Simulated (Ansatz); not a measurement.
# GeH6CBr3N (CH3NH3GeBr3): band gap by G0W0 on PBEsol, part 2 of 3

How far does one-shot GW move the PBEsol gap of GeH6CBr3N (CH3NH3GeBr3)?

Ansatz 0.2.0; PBEsol, then G0W0 on it, plane waves, PAW. Known limits of the many-body steps: finite bands, screening cutoff and k mesh; no spin-orbit coupling in G0W0.

So far. Step 2 (Bands along the symmetry lines): Over mesh and path the gap is 1.036 eV, direct, at k = (0.500, 0.500, 0.500).

The structure was built from a prototype and need not be the compound's stable phase.

## (3) One-shot GW

G0W0 replaces the xc potential by a self-energy built once from the orbitals of the start. Levels are corrected in the window of bands that the input names, at points of the mesh.

This step: G0W0 on PBEsol, plane waves, PAW.

input.yaml

```yaml
crystal:
  lattice:
    - [5.5491456038, 0.3690801251, 0.0019814122]
    - [0.3690801251, 5.6436113835, -0.0495487783]
    - [0.0019814122, -0.0495487783, 5.5496881284]
  atoms:
    - { symbol: C, position: [0.9285284086, 0.9118907512, 1.0034534507] }
    - { symbol: "N", position: [0.0831890171, 0.1048511975, -0.0030436593] }
    - { symbol: H, position: [1.0461709627, 0.7402467279, 1.005384829] }
    - { symbol: H, position: [0.1931807646, 1.0898222514, 0.8435747825] }
    - { symbol: H, position: [0.8127927411, -0.0781405628, 0.8427623118] }
    - { symbol: H, position: [-0.0230126089, 0.2699994338, -0.0052505469] }
    - { symbol: H, position: [0.8160787674, -0.0660614239, 0.1669512405] }
    - { symbol: H, position: [0.195510254, 1.1009130436, 0.1477181839] }
    - { symbol: Ge, position: [0.5126670865, 0.5108398649, 0.4790207983] }
    - { symbol: Br, position: [0.5190946355, 0.474484955, 0.0186309937] }
    - { symbol: Br, position: [0.4386024672, -0.0291984139, 0.4964633399] }
    - { symbol: Br, position: [-0.0332494532, 0.4695164188, 0.5040208673] }
kpoints:
  mp_grid: { grid: [4, 4, 4] }
hamiltonian:
  xc: pbesol
scf:
  occupations: { method: fixed }
gw:
  n_empty_bands: 721
  ecut_chi: 150.0
  qp_bands: [v4, c4]
  qp_kpoints: band_edges
  screening: { model: contour_deformation }
```

Command:

```console
$ ansatz run input.yaml --threads 3 --pin off --max-ram 92160MiB --backend cuda --events-out ev --progress --plain --runs-dir out --devices 1 --max-vram 13GiB  # rebuilt from the run's record
```

Numbers of over 12 decimals in the logs are rounded to 6 here.

The log of the run:

```text
GPUs: using 1 of 1 available (devices: 1).
[...]
GPU FFT provider: cuFFT
GPU libraries: cuBLAS 13.8.2, cuFFT 12.4.0, cuSOLVER 12.3.4
Crystal: 12 atoms, lattice volume = 173.031 Å³
Basis set: ecut = 420 eV, 3387 PW (Γ)
Bands: 37, of which v1, the nominal top of the filled ones, is band 25 counted from 1 (24 counted from 0)
Symmetry: 1 space group operations
[...]
k-points: 36 of 64 (time reversal used)
[...]
GPU buffer pool allocated for 64000 grid points (all kernels)
[...]
SCF iter   1: F=—  HF=-13187.333635 eV  |F-HF|=—  |Δ(HF+E_count)|=         —  Δρ=3.92e-3  dr2=2.05e-2  ethr=1.77e-3  ⟨swp⟩=5.8  Hψ=5152  notcnv=0  defer=358
[...]
SCF iter   7: F=-13187.330087 eV  HF=-13187.330087 eV  |F-HF|=7.48e-8  |Δ(HF+E_count)|=   8.49e-7  Δρ=5.85e-6  dr2=8.82e-8  ethr=2.00e-10  ⟨swp⟩=11.9  Hψ=7218  notcnv=0
SCF 1 converged in 7 iterations: F = -13187.330087 eV  dr2 = 8.82e-8
[...]
NSCF: frozen V_eff on 36 k-points
the band table was solved once the SCF had ended and its energy, with any forces and stress, was formed, with the checks that follow a solve (6000 applications of the Hamiltonian). They found nothing against the state; the energy, forces and stress were not computed again (output.eigenvalues in the input reference)
[...]
G₀W₀ screening: q 1/36
[... further progress lines ...]
SCF converged after 7 iterations
Free energy (F): -13187.330087 eV
[...]
Internal energy: -13187.330087 eV  (E = F + TS)
E sigma→0 (E₀):  -13187.330087 eV
Fermi energy:    3.597151 eV
[...]
--- Band table (eV; the first three rows and the last of 36) ---
  k-point 0: bands = [... 21 lower, 1.2009, 1.2364, 1.3346, 1.5756, 6.9143, 7.5589, 8.0719, 8.3031, ... 8 higher]
  k-point 1: bands = [... 21 lower, 1.0272, 1.1233, 1.5194, 1.5490, 7.1456, 7.4554, 7.5413, 8.3689, ... 8 higher]
  k-point 2: bands = [... 21 lower, 1.0359, 1.3479, 1.4887, 2.0166, 5.5438, 7.4172, 8.4372, 8.5364, ... 8 higher]
  k-point 35: bands = [... 21 lower, 1.4919, 1.7499, 1.7683, 3.5972, 4.6333, 4.7745, 5.0307, 8.1259, ... 8 higher]
--- G₀W₀: contour deformation, 7 samples at zero and on the imaginary axis and 3 off it, 64 q-points, 721 empty bands' worth ---
  eigenvalues of the whole cell's RPA ε∞ on this k-mesh (on a slab, of 1 + 4πα/V) = 6.1438, 7.4673, 8.0900; static W/v taken at q = 0 is 0.138604
  gw.qp_kpoints: band_edges: 12 of 36 stored k-points solved, in 1 pass; an edge of the gap read off the rows below is read off those points alone
    valence top: of the k-points left out ik 28 came nearest to being solved in a further pass, in band 25 (counted from 1, as in the quasiparticle table): it holds the edge there only if its correction is more favourable than any solved in that band by at least 0.696 eV; those differ by 0.410 eV
    conduction bottom: of the k-points left out ik 28 came nearest to being solved in a further pass, in band 26 (counted from 1, as in the quasiparticle table): it holds the edge there only if its correction is more favourable than any solved in that band by at least 0.533 eV; those differ by 0.148 eV
  `?` marks the rows in doubt; gw_qp.tsv's column doubts and the gw_qp event give each row's grounds
    ik  band        ε_KS         Σx   Σc(E_QP)       V_xc       Z   E_QP_lin       E_QP  E_QP is
     0    22      1.2009   -19.2916     2.6986   -15.4941  0.7285     0.0592     0.1018  root
     0    23      1.2364   -19.2304     2.6873   -15.5467  0.7272     0.1390     0.2400  root ?
     0    24      1.3346   -19.3861     2.6807   -15.7134  0.7271     0.2460     0.3426  root
     0    25      1.5756   -19.5903     2.5954   -15.9970  0.7328     0.4785     0.5778  root ?
     0    26      6.9143    -5.1512    -3.8214    -9.4438  0.7965     7.3930     7.3855  root
     0    27      7.5589    -7.8720    -4.4466   -12.7579  0.7373     8.0078     7.9983  root
     0    28      8.0719    -4.2045    -3.8550    -8.4628  0.7918     8.4808     8.4753  root
     0    29      8.3031    -6.3839    -4.3495   -11.1009  0.7491     8.6768     8.6705  root
     1    22      1.0272   -19.1321     2.7832   -15.3427  0.7254    -0.0913     0.0209  root ?
     1    23      1.1233   -19.1780     2.6865   -15.4853  0.7296     0.0068     0.1171  root ?
     1    24      1.5194   -19.3043     2.4964   -15.8308  0.7315     0.4582     0.5423  root
     1    25      1.5490   -19.2782     2.4863   -15.8165  0.7314     0.4908     0.5737  root
     1    26      7.1456    -9.1125    -4.3246   -13.8367  0.7240     7.5467     7.5452  root
     1    27      7.4554    -6.5588    -4.1062   -11.0759  0.7635     7.8719     7.8663  root
     1    28      7.5413    -7.2393    -4.2839   -12.0309  0.7570     8.0601     8.0490  root
     1    29      8.3689    -5.8526    -4.1758   -10.4573  0.7643     8.8053     8.7978  root
     2    22      1.0359   -19.4555     2.7544   -15.5875  0.7282    -0.1201    -0.0777  root
     2    23      1.3479   -19.4004     2.6607   -15.6162  0.7323     0.1839     0.2244  root
     2    24      1.4887   -19.4025     2.6268   -15.7753  0.7311     0.3860     0.4883  root ?
     2    25      2.0166   -18.5333     1.5100   -16.2789  0.7394     1.2447     1.2722  root
     2    26      5.5438    -9.1929    -3.8310   -13.3929  0.7550     5.9174     5.9127  root
     2    27      7.4172    -8.1354    -4.3872   -12.9244  0.7345     7.8267     7.8189  root
     2    28      8.4372    -7.1314    -4.3581   -12.0046  0.7538     8.9635     8.9524  root
     2    29      8.5364    -5.8501    -4.1407   -10.5677  0.7802     9.1265     9.1133  root
     9    22      0.9888   -19.0773     2.6845   -15.3138  0.7275    -0.1378    -0.0902  root ?
     9    23      1.0971   -18.9451     2.6828   -15.1858  0.7273    -0.0288     0.0207  root ?
     9    24      1.5509   -19.7123     2.5880   -16.0293  0.7350     0.4171     0.4559  root
     9    25      2.8149   -18.1396     1.0084   -16.4509  0.7489     2.1159     2.1345  root
     9    26      5.1897    -9.0851    -3.6962   -13.1289  0.7602     5.5411     5.5372  root
     9    27      5.3403    -8.9117    -3.7229   -12.9678  0.7579     5.6771     5.6735  root
     9    28      8.3584    -7.7922    -4.4606   -12.7989  0.7480     8.9161     8.9045  root
     9    29      8.5170    -8.1021    -4.5564   -13.1826  0.7393     9.0519     9.0411  root
    15    22      1.1378   -18.7768     2.4651   -15.3521  0.7267     0.1040     0.1783  root
    15    23      1.3149   -19.3012     2.6158   -15.6115  0.7304     0.1941     0.2411  root ?
    15    24      1.6350   -19.6043     2.5903   -16.0143  0.7336     0.5342     0.6352  root ?
    15    25      1.8336   -18.3857     1.8860   -15.6513  0.7348     0.9425     0.9852  root
    15    26      6.4249    -9.3100    -4.0987   -13.7993  0.7422     6.8226     6.8155  root
    15    27      6.9310    -9.1560    -4.1475   -13.6706  0.7368     7.3012     7.2982  root
    15    28      6.9911    -9.0550    -4.2240   -13.6880  0.7372     7.4047     7.4000  root
    15    29      7.8744    -6.3079    -4.1459   -11.0133  0.7779     8.4457     8.4340  root
    16    22      1.2004   -19.0791     2.6608   -15.3257  0.7295     0.0640     0.1078  root
    16    23      1.5416   -19.4980     2.6012   -15.8010  0.7329     0.4051     0.4457  root
    16    24      1.6023   -19.5457     2.6031   -15.9418  0.7331     0.4990     0.6015  root ?
    16    25      2.4036   -17.7560     1.1075   -15.9730  0.7448     1.7085     1.7281  root
    16    26      5.1541    -9.0706    -3.6786   -13.0967  0.7604     5.5054     5.5015  root
    16    27      6.3904    -9.3284    -4.0300   -13.7209  0.7420     6.7573     6.7529  root
    16    28      6.8811    -9.4254    -4.1471   -13.9578  0.7397     7.2718     7.2664  root
    16    29      8.2444    -5.8959    -4.1507   -10.6798  0.7855     8.8936     8.8775  root
    17    22      1.2455   -19.1370     2.5830   -15.5606  0.7306     0.1565     0.2521  root
    17    23      1.4245   -19.2949     2.5892   -15.7118  0.7304     0.3343     0.4305  root
[...]
20    22      1.4155   -19.2801     2.6574   -15.6169  0.7312     0.3002     0.4096  root ?
    20    23      1.4627   -19.2792     2.6020   -15.6026  0.7313     0.3412     0.3882  root ?
[...]
31    23      1.4376   -19.3296     2.6342   -15.6190  0.7300     0.3141     0.3612  root ?
[...]
33    22      1.0171   -19.1364     2.7071   -15.4262  0.7289    -0.0929     0.0140  root ?
[...]
33    24      1.8382   -19.9025     2.5936   -16.3027  0.7357     0.7252     0.8320  root ?
[...]
34    22      1.3019   -19.3455     2.6191   -15.6374  0.7324     0.1707     0.2128  root
    34    23      1.4807   -19.3731     2.6102   -15.6842  0.7310     0.3571     0.4019  root ?
    34    24      1.8035   -19.8381     2.6028   -16.2293  0.7351     0.6905     0.7975  root ?
    34    25      2.9649   -17.8117     0.8135   -16.3661  0.7507     2.3178     2.3327  root
    34    26      4.9052    -8.8675    -3.6146   -12.8108  0.7633     5.2372     5.2339  root
    34    27      5.2347    -8.5765    -3.6526   -12.5569  0.7617     5.5658     5.5625  root
    34    28      6.7057    -9.5292    -4.0765   -13.9726  0.7408     7.0763     7.0726  root
    34    29      8.2487    -5.7037    -4.1341   -10.4514  0.7863     8.8773     8.8623  root
    35    22      1.4919   -19.5981     2.6012   -15.8997  0.7339     0.3555     0.3946  root
    35    23      1.7499   -19.7185     2.5573   -16.0765  0.7343     0.6241     0.6652  root ?
    35    24      1.7683   -19.7686     2.6128   -16.1498  0.7344     0.6550     0.7623  root ?
    35    25      3.5972   -17.8651     0.4884   -16.7889  0.7556     2.9980     3.0094  root
    35    26      4.6333    -8.6363    -3.5420   -12.5010  0.7664     4.9591     4.9561  root
    35    27      4.7745    -8.6204    -3.5721   -12.5234  0.7651     5.1085     5.1053  root
    35    28      5.0307    -8.3195    -3.6274   -12.2825  0.7651     5.3697     5.3662  root
    35    29      8.1259    -5.1474    -4.0420    -9.7802  0.7911     8.7300     8.7168  root
```

Run time: 3.3 min. Hardware: 1 × NVIDIA H100 80GB HBM3 (shared by 6 runs) with 3 threads of AMD EPYC 7R13 (Zen 3), shared host; peak memory 6.5 GiB; 6 min of CPU time.

This step gave:

* bands summed: 746
* RPA ε∞ on this mesh (eigenvalues): 6.144, 7.467, 8.090
* plane waves in the screening matrix: 721
* q-points in the mesh: 64
* G0W0 gap over the corrected points: 1.947 eV
* k of the valence top: -0.5, -0.5, -0.5
* k of the conduction bottom: -0.5, -0.5, -0.5
* starting gap on the mesh: 1.036 eV
* Z at the valence top: 0.7556
* Z at the conduction bottom: 0.7664
* least direct G0W0 gap over the corrected points: 1.947 eV

Over 12 of 36 irreducible mesh points the G0W0 gap is 1.947 eV, direct, at k = (-0.500, -0.500, -0.500). The PBEsol gap of this run on the mesh is 1.036 eV. The two states that bound the G0W0 gap lie that far apart at the start, so the correction of the gap is 1.947 − 1.036 = +0.911 eV. The program marks 19 of the 96 corrected levels as in doubt (energies apart, Σc rises), neither edge state among them.

Labels follow the order of the start: v1 is the top filled band, c1 the lowest empty one; levels that stay degenerate share a row, the window can cut a multiplet, doubted levels are not marked in this list, bands outside the window were not corrected, and the list may be a part of the corrected levels. Levels before and after the correction, in eV, zero at the valence-band top of each column:

```
           conduction bottom  valence top
Kohn-Sham               1.04         0.00
     G0W0               1.95         0.00
```

|  | level | occupation | energy (eV) |
| --- | --- | --- | --- |
| Kohn-Sham | (-0.5 -0.5 -0.5) v4 | 2 | -2.105 |
| Kohn-Sham | (-0.5 -0.5 -0.5) v3 | 2 | -1.847 |
| Kohn-Sham | (-0.5 -0.5 -0.5) v2 | 2 | -1.829 |
| Kohn-Sham | (-0.5 -0.5 -0.5) v1 | 2 | 0.000 |
| Kohn-Sham | (-0.5 -0.5 -0.5) c1 | 0 | 1.036 |
| Kohn-Sham | (-0.5 -0.5 -0.5) c2 | 0 | 1.177 |
| Kohn-Sham | (-0.5 -0.5 -0.5) c3 | 0 | 1.434 |
| Kohn-Sham | (-0.5 -0.5 -0.5) c4 | 0 | 4.529 |
| G0W0 | (-0.5 -0.5 -0.5) v4 | 2 | -2.615 |
| G0W0 | (-0.5 -0.5 -0.5) v3 | 2 | -2.344 |
| G0W0 | (-0.5 -0.5 -0.5) v2 | 2 | -2.247 |
| G0W0 | (-0.5 -0.5 -0.5) v1 | 2 | 0.000 |
| G0W0 | (-0.5 -0.5 -0.5) c1 | 0 | 1.947 |
| G0W0 | (-0.5 -0.5 -0.5) c2 | 0 | 2.096 |
| G0W0 | (-0.5 -0.5 -0.5) c3 | 0 | 2.357 |
| G0W0 | (-0.5 -0.5 -0.5) c4 | 0 | 5.707 |

The parts of the quasiparticle energy for the two states that bound the G0W0 gap, in eV on the run's own scale (QP = start + Σx + Σc − Vxc, with Σc at the quasiparticle energy):

```
             edge                         k  band  start       Σx      Σc      Vxc      Z     QP
      valence top  (-0.500, -0.500, -0.500)    25  3.597  −17.865   0.488  −16.789  0.756  3.009
conduction bottom  (-0.500, -0.500, -0.500)    26  4.633   −8.636  −3.542  −12.501  0.766  4.956
```

(Part 2 of 3 ends here.)

[Paths, hosts, dates, memory and timing lines, banners, echoed tables and standing remarks are left out of the program output.]

[Logs are printed without paths, hosts, clocks, repeated set-up lines and the standing remarks that a program may print on its own settings, such as how far it seeks lower states.]

[Runs of the session that timed out or met a known fault of the program may be left out.]

[Cells called generated may have been cut or substituted from an entry of the Crystallography Open Database or the Materials Project.]

[Hosts, paths, dates, database ids (printed as entryN), source tags and the programs' standing remarks are cut or masked in the printed files.]

[Where an RPA ε∞ is given, it is that of the G0W0 mesh and is not shown converged in it. Names of k-points follow the symmetry that the program found, which can be lower than the space group named. Band edges on a path are those of the sampled points; other points can move an edge, and change direct to indirect where valleys lie close.]

[Hybrid gaps are those of their k-mesh and are not shown converged in it.]
